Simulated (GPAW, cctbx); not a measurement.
## Rb2CuAsBr6: what bonding does to one electron reflection, worked out

Rb2CuAsBr6, Fm-3m (no. 225), a = 10.7205 Å, b = 10.7205 Å, c = 10.7205 Å, α = 90.00°, β = 90.00°, γ = 90.00°.

```
atom  mult.    x    y       z
 Rb1      8  1/4  3/4     3/4
 Br1     24    0    0  0.7482
 As1      4    0    0       0
 Cu1      4  1/2    0       0
```

The start was made by putting kin elements into a known structure type; the compound need not exist, or be stable, in this form.

A DFT run (GPAW, PBE, 450 eV, 3×3×3 k-points, Fermi–Dirac width 0.05 eV) gives the static X-ray structure factor of 022 as 230.259 e for the conventional cell; superposed free atoms give 232.622 e. **Problem.** Find the Fourier component V of the crystal potential and the two-beam extinction distance at 200 kV in both cases.

**1. Geometry**

The cell volume is Ω = 1232.10 Å³ and d(022) = 3.7903 Å, so g = 1/d = 0.2638 Å⁻¹.

**2. The nuclei**

Electrons feel nuclei as well as electrons, so the nuclear charges are summed with the same phases.

Phase sums Σ exp(2πi h·x), turned so that the total is real and positive: Rb +8.000, Br -7.996, As +4.000, Cu +4.000. Then F_Z = 37 × (+8.000) + 35 × (-7.996) + 33 × (+4.000) + 29 × (+4.000) = 264.15 e. The electron term has the same sign for this reflection.

**3. Mott–Bethe**

Poisson's equation, term by term, gives V = (e/4πε₀)(F_Z − F)/(πΩg²), with e/4πε₀ = 14.3996 V Å.

The prefactor is 14.3996 × 3.7903²/(π × 1232.10) = 0.05344 V per electron. Free atoms: (264.15 − 232.622) × 0.05344 = 1.685 V. Crystal: (264.15 − 230.259) × 0.05344 = 1.811 V. F changes by -1.02 % and V by +7.5 %: the same 2.36 e is measured against F_Z − F = 31.5 e in place of F = 232.6 e.

**4. Extinction distance**

In the two-beam case ξ = 1/(λU) with U = 2γm₀eV/h², that is ξ = 150.41 V Å²/(γλV).

At 200 kV, λ = 0.02508 Å and γ = 1.3914. Free atoms: ξ = 2558 Å. Crystal: ξ = 2380 Å. The thickness fringes go as sin²(πt/ξ), so the two patterns slip by a quarter of a period when t|1/ξ₁ − 1/ξ₀| = 1/4, at t ≈ 853 nm, thicker than usual samples. Thermal motion, absorption and many-beam coupling, left out here, change a real pattern.

**5. Answer**

V(022) is 1.81 V against 1.68 V, and ξ is 2380 against 2558 Å. Limits: static atoms, two beams; no Hubbard U on Cu.

[Outputs are excerpts: Python notices, other lines and further rows are left out; steps that failed or that the build refused (PBEsol, TPSS) are not shown.]

[Logs are printed without paths, hosts, clocks, repeated set-up lines and the standing remarks that a program may print on its own settings, such as how far it seeks lower states.]
